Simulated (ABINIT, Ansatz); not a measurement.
**Quasiparticle gap of PbS (Galena) in ABINIT**

Aim: the G0W0 gap of PbS (Galena) on PBE, step by step.

Program: ABINIT 10.8.3. Level of theory: PBE and many-body steps on it, plane waves. Results are calculated unless marked as measured.

Report form: the programs' logs are mostly left out.

The database entry behind the starting cell differs from later determinations by our own check (about 0.1 % short), so it need not match the best structure at ambient conditions.

### Step 1. Set-up

It takes space group Fm-3m (No. 225, cubic). Conventional cell: a = 5.931 Å, b = 5.931 Å, c = 5.931 Å, α = 90.00°, β = 90.00°, γ = 90.00°. Pb has 6 S at 2.97 Å nearest. Nearest to S lie 6 Pb at 2.97 Å. Farther neighbours and most contacts between anions are not listed.

Coordinates:

```cif
data_structure
_symmetry_space_group_name_H-M 'P 1'
_symmetry_Int_Tables_number 1
_cell_length_a 4.1942
_cell_length_b 4.1942
_cell_length_c 4.1942
_cell_angle_alpha 60.000
_cell_angle_beta 60.000
_cell_angle_gamma 60.000
_cell_volume 52.17
loop_
_atom_site_label
_atom_site_type_symbol
_atom_site_fract_x
_atom_site_fract_y
_atom_site_fract_z
_atom_site_occupancy
Pb1 Pb 0.00000 0.00000 0.00000 1
S2 S 0.50000 0.50000 0.50000 1
```

The cell and positions come from the Crystallography Open Database and are kept as given unless a step says otherwise. Spin-orbit coupling is left out unless a step names it.

### Step 2. Ground state

This step: ABINIT 10.8.3; DFT, PBE, plane waves, norm-conserving pseudopotentials.

The ground-state density comes first.

run.abi reads:

```
acell 3*1.0 Angstrom
rprim 
  0.000000000000 2.965750000000 2.965750000000
  2.965750000000 -0.000000000000 2.965750000000
  2.965750000000 2.965750000000 0.000000000000
ntypat 2
znucl 82 16
natom 2
typat 1 2
xred 
  0.000000000000 0.000000000000 0.000000000000
  0.500000000000 0.500000000000 0.500000000000
pp_dirpath "pseudos"
pseudos "Pb.upf, S.upf"
ecut 32
ngkpt 6 6 6
nshiftk 1
shiftk 0 0 0
kptopt 1
chksymbreak 0
nband 19
occopt 1
tolvrs 1e-10
nstep 60
prtwf 0
optforces 0
optstress 0
indata_prefix "in"
outdata_prefix "out"
tmpdata_prefix "tmp"
```

Run with:

```console
OMP_NUM_THREADS=1 mpirun -n 8 abinit run.abi > log
```

The job ended after 8 s (8 MPI ranks of Arm Neoverse V1, shared host; peak memory 0.6 GiB; 63 s of CPU time).

This step gave:

```yaml
total_energy: -6009.0534 eV
gap: 0.3622 eV
k_of_the_valence_top: 0.5, 0, 0
k_of_the_conduction_bottom: 0.5, 0, 0
least_direct_gap: 0.3622 eV
```

The gap is direct, at (0.500, 0.000, 0.000).

### Step 3. Bands along the symmetry lines

Levels along a band path, at the cheap level, show where the edges lie and whether the meshes to come will hold them.

run.abi reads:

```
acell 3*1.0 Angstrom
rprim 
  0.000000000000 2.965750000000 2.965750000000
  2.965750000000 -0.000000000000 2.965750000000
  2.965750000000 2.965750000000 0.000000000000
ntypat 2
znucl 82 16
natom 2
typat 1 2
xred 
  0.000000000000 0.000000000000 0.000000000000
  0.500000000000 0.500000000000 0.500000000000
pp_dirpath "pseudos"
pseudos "Pb.upf, S.upf"
ecut 32
iscf -2
irdden 1
kptopt 0
nkpt 50
kpt 
  0.00000000 0.00000000 0.00000000
  0.06250000 0.00000000 0.06250000
  0.12500000 0.00000000 0.12500000
  0.18750000 0.00000000 0.18750000
  0.25000000 0.00000000 0.25000000
  0.31250000 0.00000000 0.31250000
  0.37500000 0.00000000 0.37500000
  0.43750000 0.00000000 0.43750000
  0.50000000 0.00000000 0.50000000
  0.51562500 0.03125000 0.51562500
  0.53125000 0.06250000 0.53125000
  0.54687500 0.09375000 0.54687500
  0.56250000 0.12500000 0.56250000
  0.57812500 0.15625000 0.57812500
  0.59375000 0.18750000 0.59375000
  0.60937500 0.21875000 0.60937500
  0.62500000 0.25000000 0.62500000
  0.37500000 0.37500000 0.75000000
  0.32812500 0.32812500 0.65625000
  0.28125000 0.28125000 0.56250000
  0.23437500 0.23437500 0.46875000
  0.18750000 0.18750000 0.37500000
  0.14062500 0.14062500 0.28125000
  0.09375000 0.09375000 0.18750000
  0.04687500 0.04687500 0.09375000
  0.00000000 0.00000000 0.00000000
  0.06250000 0.06250000 0.06250000
  0.12500000 0.12500000 0.12500000
  0.18750000 0.18750000 0.18750000
  0.25000000 0.25000000 0.25000000
  0.31250000 0.31250000 0.31250000
  0.37500000 0.37500000 0.37500000
  0.43750000 0.43750000 0.43750000
  0.50000000 0.50000000 0.50000000
  0.50000000 0.46875000 0.53125000
  0.50000000 0.43750000 0.56250000
  0.50000000 0.40625000 0.59375000
  0.50000000 0.37500000 0.62500000
  0.50000000 0.34375000 0.65625000
  0.50000000 0.31250000 0.68750000
  0.50000000 0.28125000 0.71875000
  0.50000000 0.25000000 0.75000000
  0.50000000 0.21875000 0.71875000
  0.50000000 0.18750000 0.68750000
  0.50000000 0.15625000 0.65625000
  0.50000000 0.12500000 0.62500000
  0.50000000 0.09375000 0.59375000
  0.50000000 0.06250000 0.56250000
  0.50000000 0.03125000 0.53125000
  0.50000000 0.00000000 0.50000000
istwfk *1
nband 21
nbdbuf 2
tolwfr 1e-08
nstep 40
prtwf 0
prtvol 0
indata_prefix "in"
outdata_prefix "out"
tmpdata_prefix "tmp"
```

Wall time 13 s (8 MPI ranks); peak memory 0.53 GiB.

Numbers from this step:

- gap: 0.3622 eV
- k of the valence top: 0.5, 0.5, 0.5
- k of the conduction bottom: 0.5, 0.5, 0.5
- least direct gap: 0.3622 eV

The gap is 0.362 eV, as in the run before at this level.

The electronic bands at the labelled points (eV, zero at the top of the highest filled band):

```tsv
point	band 11	band 12	band 13	band 14	band 15	band 16	band 17	band 18
Γ	-6.04	-2.18	-2.18	-2.18	5.21	5.21	5.21	6.70
halfway	-7.22	-2.84	-2.84	-1.73	2.43	4.73	4.91	4.91
X	-7.20	-5.20	-3.44	-3.44	3.86	5.57	5.68	5.68
halfway	-7.46	-5.09	-3.31	-3.16	3.89	5.18	5.42	5.57
U	-7.98	-4.78	-2.94	-2.49	3.32	4.12	5.05	6.22
jump to K	-7.98	-4.78	-2.94	-2.49	3.32	4.12	5.05	6.22
halfway	-7.71	-3.11	-1.71	-0.59	1.47	2.51	4.14	7.57
Γ	-6.04	-2.18	-2.18	-2.18	5.21	5.21	5.21	6.70
halfway	-7.46	-2.02	-2.02	-1.17	2.35	3.21	3.21	6.86
L	-8.84	-1.79	-1.79	0.00	0.36	1.96	1.96	8.66
halfway	-8.48	-3.44	-3.02	-0.99	1.55	3.40	4.02	7.99
W	-7.94	-4.43	-4.43	-1.03	2.19	4.66	4.66	8.15
halfway	-7.61	-4.99	-3.77	-2.41	3.99	4.09	5.29	6.37
X	-7.20	-5.20	-3.44	-3.44	3.86	5.57	5.68	5.68
```

### Step 4. Empty states on the mesh, 6×6×6 mesh, 357 bands

The sums over transitions need many empty states on a uniform mesh; this step solves for them.

run.abi reads:

```
acell 3*1.0 Angstrom
rprim 
  0.000000000000 2.965750000000 2.965750000000
  2.965750000000 -0.000000000000 2.965750000000
  2.965750000000 2.965750000000 0.000000000000
ntypat 2
znucl 82 16
natom 2
typat 1 2
xred 
  0.000000000000 0.000000000000 0.000000000000
  0.500000000000 0.500000000000 0.500000000000
pp_dirpath "pseudos"
pseudos "Pb.upf, S.upf"
ecut 32
ngkpt 6 6 6
nshiftk 1
shiftk 0 0 0
kptopt 1
chksymbreak 0
irdden 1
istwfk *1
nband 357
prtvol 0
optdriver 6
gwr_task "HDIAGO"
paral_kgb 0
occopt 1
indata_prefix "in"
outdata_prefix "out"
tmpdata_prefix "tmp"
```

The job ended after 58 s (8 MPI ranks; peak memory 4.5 GiB).

Numbers from this step:

```
gap                                                           : 0.3621 eV
k of the valence top                                          : 0.5, 0, 0
k of the conduction bottom                                    : 0.5, 0, 0
least direct gap                                              : 0.3621 eV
k points computed                                             : 16
lowest point of the top converged band, above the valence top : 187.0895 eV
```

On this mesh the gap is 0.362 eV.

### Step 5. Screening, 6×6×6 mesh, 349 bands, screening to 272.1 eV

The RPA dielectric matrix is built and inverted for each q.

This step: RPA screening on PBE, plane waves, norm-conserving pseudopotentials.

Changes to run.abi since step 4:

```diff
@@ -20,10 +20,11 @@
 chksymbreak 0
-irdden 1
 istwfk *1
-nband 357
-prtvol 0
-optdriver 6
-gwr_task "HDIAGO"
-paral_kgb 0
 occopt 1
+irdwfk 1
+optdriver 3
+nband 349
+ecuteps 10
+inclvkb 2
+awtr 1
+symchi 1
 indata_prefix "in"
```

Wall time 18 min (8 MPI ranks); peak memory 5.6 GiB.

Numbers from this step:

```
ε∞ with local fields, on this mesh, along the program's q direction : 31.07
the same without local fields                                       : 33.12
plasma frequency                                                    : 27.20 eV
plane waves in the screening matrix                                 : 531
```

Local fields lower ε∞ by 6 %.

### Step 6. Self-energy, 6×6×6 mesh, 349 bands, screening to 272.1 eV

The self-energy is evaluated for the states that the input lists, and the levels follow from it, in one-shot runs by the linearised quasiparticle equation.

This step: G0W0 on PBE, plane waves, norm-conserving pseudopotentials.

Changes to run.abi since step 5:

```diff
@@ -23,8 +23,17 @@
 irdwfk 1
-optdriver 3
+optdriver 4
 nband 349
+gwcalctyp 0
+ecutsigx 32
+symsigma 1
+nkptgw 2
+kptgw 
+  0.5000000000 0.0000000000 0.0000000000
+  0.0000000000 0.0000000000 0.0000000000
+bdgw 
+  12 17
+  12 17
 ecuteps 10
-inclvkb 2
-awtr 1
-symchi 1
+irdscr 1
+ppmodel 1
 indata_prefix "in"
```

Wall time 2.8 min (8 MPI ranks); peak memory 6.2 GiB; 22 min of CPU time.

Numbers from this step:

```
G0W0 gap on the points computed              : 0.7410 eV
starting gap on the mesh                     : 0.3621 eV
k of the valence top                         : 0.5, 0, 0
k of the conduction bottom                   : 0.5, 0, 0
Z at the valence top                         : 0.783
Z at the conduction bottom                   : 0.808
least direct G0W0 gap on the computed points : 0.7410 eV
```

The gap on the mesh goes from 0.36 eV to 0.74 eV, a correction of +0.38 eV.

Limits: finite bands, cutoff and mesh; model gap, bands may invert with spin-orbit coupling; no spin-orbit coupling. v1 is the top filled band, c1 the lowest empty one. The levels before and after the correction (eV, zero at the valence-band top of each column):

```tsv
	conduction bottom	valence top
Kohn-Sham	0.36	0.00
G0W0	0.74	0.00
```

```tsv
	level	energy (eV)
Kohn-Sham	(0.5 0 0) v3-v2	-1.786
Kohn-Sham	(0.5 0 0) v1	0.000
Kohn-Sham	(0.5 0 0) c1	0.362
Kohn-Sham	(0.5 0 0) c2-c3	1.958
G0W0	(0.5 0 0) v3-v2	-2.004
G0W0	(0.5 0 0) v1	0.000
G0W0	(0.5 0 0) c1	0.741
G0W0	(0.5 0 0) c2-c3	2.511
```

### Step 7. Where the time went

Times are wall times on 8 MPI ranks of Arm Neoverse V1, shared host, good to a factor of about two.

```tsv
step	time	share	memory (GiB)
ground state	8 s	1 %	0.6
bands along the symmetry lines	13 s	1 %	0.53
empty states on the mesh	58 s	4 %	4.5
screening	18 min	81 %	5.6
self-energy	2.8 min	13 %	6.2
```

### Step 8. Summary of results

| Property | Result |
| --- | --- |
| PBE gap | 0.36 eV, direct |
| G0W0 gap on the mesh | 0.74 eV |
| GW settings | 6×6×6 mesh, 349 bands, screening to 272.1 eV, Godby-Needs plasmon pole |
| known limits | not at the basis limit; model gap, bands may invert with spin-orbit coupling; mesh may overstate the screening; no spin-orbit coupling |

**Reading.** G0W0 moves the gap on the mesh from 0.36 eV to 0.74 eV (+0.38 eV), with Z of 0.78 and 0.81 at the edges. Local fields lower the RPA ε∞ on this mesh from 33.12 to 31.07. Only 2 of the mesh's irreducible points were corrected, so a valley elsewhere could overtake. The dearest step here is «screening». Bands and cutoff are finite, so the gap is not at the basis limit. The miss can reach some tenths of an eV and take either sign; the mesh is an error of its own. In the G0W0 run levels were corrected at 2 k points alone, so a gap called «on the mesh» is the least over those, and an edge elsewhere would be missed. Where an edge is built on 6p states of lead, bismuth or thallium, scalar-relativistic gaps usually stand too wide, by a few tenths to over one eV. With atoms this heavy and so narrow a gap, spin-orbit coupling can invert the bands. These scalar-relativistic gaps are then model values, not to be set against experiment, and a spin-orbit change taken from DFT can't simply be added. The RPA ε∞ on this mesh reaches over 25; with a narrow direct gap a coarse mesh can overstate it, and the correction is then too small.

[Paths, hosts, dates, memory and timing lines, banners, echoed tables and standing remarks are left out of the program output.]

[Logs are printed without paths, hosts, clocks, repeated set-up lines and the standing remarks that a program may print on its own settings, such as how far it seeks lower states.]

[Runs of the session that timed out or met a known fault of the program may be left out.]

[Hosts, paths, dates, database ids (printed as entryN), source tags and the programs' standing remarks are cut or masked in the printed files.]

[G0W0 gaps are taken among the corrected bands and points alone; a level outside them can change the order at an edge.]

[Where Ansatz stands beside ABINIT at settings called matched, ABINIT's density can come from a denser mesh and the files from another edition; pairs whose starting gaps differed by over 0.03 eV were left out, so agreement reads better than it is.]
